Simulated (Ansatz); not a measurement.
# W2N monolayer: modes against biaxial strain in the plane of the sheet, part 2 of 2

Aim: how do the optical modes of W2N monolayer shift and split under this strain?

Ansatz 0.2.0; DFT PBE, scalar-relativistic, plane waves, PAW; PAW set soft_1.

So far, highest optical mode at the zone centre (no LO-TO term) (cm⁻¹): step 5 (modes at rest) 574; step 7 (strain 5 %) 618.

**8. A member of the series: biaxial strain of -3 % in the plane of the sheet**

The cell takes a biaxial strain of -3 % in the plane of the sheet. The cell is held, and the atoms relax in it.

The input, input.yaml:

```yaml
crystal:
  lattice:
    - [2.6962834156, 0.0, 0.0]
    - [-1.3481417078, 2.3350499337, 0.0]
    - [0.0, 0.0, 29.6237063742]
  atoms:
    - { symbol: "N", position: [0.0, 0.0, 0.3375674831] }
    - { symbol: W, position: [0.3333333333, 0.6666666667, 0.3878861411] }
    - { symbol: W, position: [0.6666666667, 0.3333333333, 0.2872488251] }
  periodic: [true, true, false]
kpoints:
  mp_grid: { grid: [18, 18, 1] }
hamiltonian:
  xc: pbe
  pseudopotentials: { kind: paw, azcp: { folder: soft_1 } }
scf:
  occupations: { method: methfessel_paxton, width: 0.2 }
output:
  forces: true
  stress: true
  eigenvalues: true
relax:
  adjacent_minimum: "off"
  f_tol: 0.001
  max_steps: 60
```

The run is started by

```
$ ansatz run input.yaml --threads 4 --pin off --max-ram 16384MiB --backend cpu --events-out ev --progress --plain --runs-dir out
```

Wall time 11 s (4 threads of Arm Neoverse V1, shared host); peak memory 0.46 GiB; 41 s of CPU time.

Relaxation path:

```csv
step,energy less that of the first step (eV),largest force component (eV/Å)
1,0.0000,0.2774
2,-0.0040,0.0245
3,-0.0041,0.0004
4,-0.0041,0.0004
```

Forces are held to the 12 operations that the run works with; a distortion that breaks them can't arise in this run.

The atoms that moved most (Å):

| atom | dx | dy | dz | length |
| --- | --- | --- | --- | --- |
| W3 | 0.000 | 0.000 | -0.015 | 0.015 |
| W2 | 0.000 | 0.000 | 0.015 | 0.015 |

Final coordinates:

```cif
data_structure
_symmetry_space_group_name_H-M 'P 1'
_symmetry_Int_Tables_number 1
_cell_length_a 2.6963
_cell_length_b 2.6963
_cell_length_c 29.6237
_cell_angle_alpha 90.000
_cell_angle_beta 90.000
_cell_angle_gamma 120.000
_cell_volume 186.51
loop_
_atom_site_label
_atom_site_type_symbol
_atom_site_fract_x
_atom_site_fract_y
_atom_site_fract_z
_atom_site_occupancy
N1 N 0.00000 0.00000 0.33757 1
W2 W 0.33333 0.66667 0.38838 1
W3 W 0.66667 0.33333 0.28675 1
```

This step gave:

```yaml
area_per_atom: 2.099 Å²
```

The largest force component left is 0.40 meV/Å.

**9. Zone-centre modes of the member: biaxial strain of -3 % in the plane of the sheet**

The zone-centre modes follow for biaxial strain of -3 % in the plane of the sheet.

input.yaml, the sections that differ from step 8:

```yaml
crystal:
  lattice:
    - [2.6962834156, 0.0, 0.0]
    - [-1.3481417078, 2.3350499337, 0.0]
    - [0.0, 0.0, 29.6237063742]
  atoms:
    - { symbol: "N", position: [0.0, 0.0, 0.3375674831] }
    - { symbol: W, position: [0.3333333333, 0.6666666667, 0.388380621] }
    - { symbol: W, position: [0.6666666667, 0.3333333333, 0.2867543452] }
  periodic: [true, true, false]
output:
  eigenvalues: true
phonons:
  method: dfpt
# kpoints, hamiltonian, scf: as in step 8
# relax: removed
```

Wall time 81 s (4 threads); peak memory 1.3 GiB; 5.2 min of CPU time.

This step gave:

```yaml
sum_rule_residual_before_enforcement: 4.17e-5 eV/Å²
highest_optical_mode_at_the_zone_centre_no_lo_to_term: 541.5 cm⁻¹
lowest_optical_zone_centre_mode: 89.22 cm⁻¹
```

Patterns of degenerate modes are one choice out of their space. Modes at Γ, with each element's share of the kinetic energy:

```csv
mode,frequency (cm⁻¹),symmetry,N %,W %
1,0.0,acoustic,4,96
2,0.0,acoustic,4,96
3,0.0,acoustic,4,96
4,89.2,Eg,0,100
5,89.2,Eg,0,100
6,166.5,A1g,0,100
7,351.7,Eu,96,4
8,351.7,Eu,96,4
9,541.5,A2u,96,4
```

The lowest optical mode is real, 89.2 cm⁻¹, and the highest lies at 541.5 cm⁻¹.

For the highest optical mode at the zone centre (no LO-TO term), step 5 gave 574 cm⁻¹; this run, with strain -3 %, gives 542 cm⁻¹ (-6 %).

**10. All members side by side**

The members are set side by side, also those not shown above.

Energies are extrapolated to zero smearing, and E0 is that at rest; the cell is clamped and the atoms are relaxed; all runs use 18×18×1 k points and Methfessel-Paxton smearing of 0.2 eV. State of the crystal along the series:

| strain (%) | E - E0 (meV/atom) |
| --- | --- |
| -3 | 50.21 |
| -2 | 21.35 |
| -1 | 5.115 |
| 0 | 0 |
| 1 | 4.451 |
| 2 | 16.52 |
| 3 | 35.34 |
| 4 | 60.05 |
| 5 | 90.05 |

Optical modes are counted from below at rest and tracked from member to member by their patterns, and modes that stay within 0.3 cm⁻¹ of each other stand once; labels, where given, are those at rest; the cell is clamped and the atoms are relaxed; all runs use 18×18×1 k points and Methfessel-Paxton smearing of 0.2 eV. Optical modes along the series:

```
strain (%)  optical mode 1 Eg (cm⁻¹)  optical mode 2 A1g (cm⁻¹)  optical mode 3 Eu (cm⁻¹)  optical mode 4 A2u (cm⁻¹)
        -3                     89.22                      166.5                     351.7                      541.5
        -2                      88.8                      161.2                     337.4                      552.1
        -1                     88.53                        155                       322                      562.9
         0                      88.1                      147.1                     305.6                      573.9
         1                     86.94                        138                     289.1                        586
         2                      84.9                      135.7                     273.1                      598.6
         3                     81.55                      135.9                     245.8                      607.3
         4                      78.1                      137.4                     209.2                      614.2
         5                     74.72                      144.2                     177.3                      617.8
```

Value and slope at zero strain of a cubic (a lower polynomial where under five rows exist) through the rows within 2 % of rest. Slopes at rest:

| mode | frequency (cm⁻¹) | shift per percent of strain (cm⁻¹) |
| --- | --- | --- |
| optical mode 1 Eg | 88.1 | -0.73 |
| optical mode 2 A1g | 146.4 | -9.21 |
| optical mode 3 Eu | 305.6 | -16.56 |
| optical mode 4 A2u | 574 | 11.57 |

**11. Summary of results**

```yaml
members: 9
highest_optical_mode_at_the_zone_centre_no_lo_to_term_at_rest: 573.9 cm⁻¹
optical_mode_1_eg_shift_per_percent: -0.73 cm⁻¹
optical_mode_2_a1g_shift_per_percent: -9.21 cm⁻¹
optical_mode_3_eu_shift_per_percent: -16.56 cm⁻¹
optical_mode_4_a2u_shift_per_percent: 11.57 cm⁻¹
```

In words: Within 2 % of rest optical mode 1 Eg and optical mode 2 A1g bend away from a straight line, so a single slope holds only near rest. The fastest shift in the table of slopes is -16.6 cm⁻¹ for each percent (optical mode 3 Eu). These are harmonic frequencies at zero temperature: anharmonic shifts, linewidths and thermal expansion are left out. Spin-orbit coupling is left out, which can matter for the heavy elements here. With no gap, or one that is small against the smearing, the frequencies hang on the k mesh and the smearing, most of all near Kohn anomalies. The runs are without spin polarisation, although the cell has an odd electron count. The starting cell was built on a prototype and not taken from a measurement. Only the zone centre was solved, so an instability at another wavevector cannot show here.

[Logs are printed without paths, hosts, clocks, repeated set-up lines and the standing remarks that a program may print on its own settings, such as how far it seeks lower states.]

[Hosts, paths, dates, database ids (printed as entryN), source tags and the programs' standing remarks are cut or masked in the printed files.]
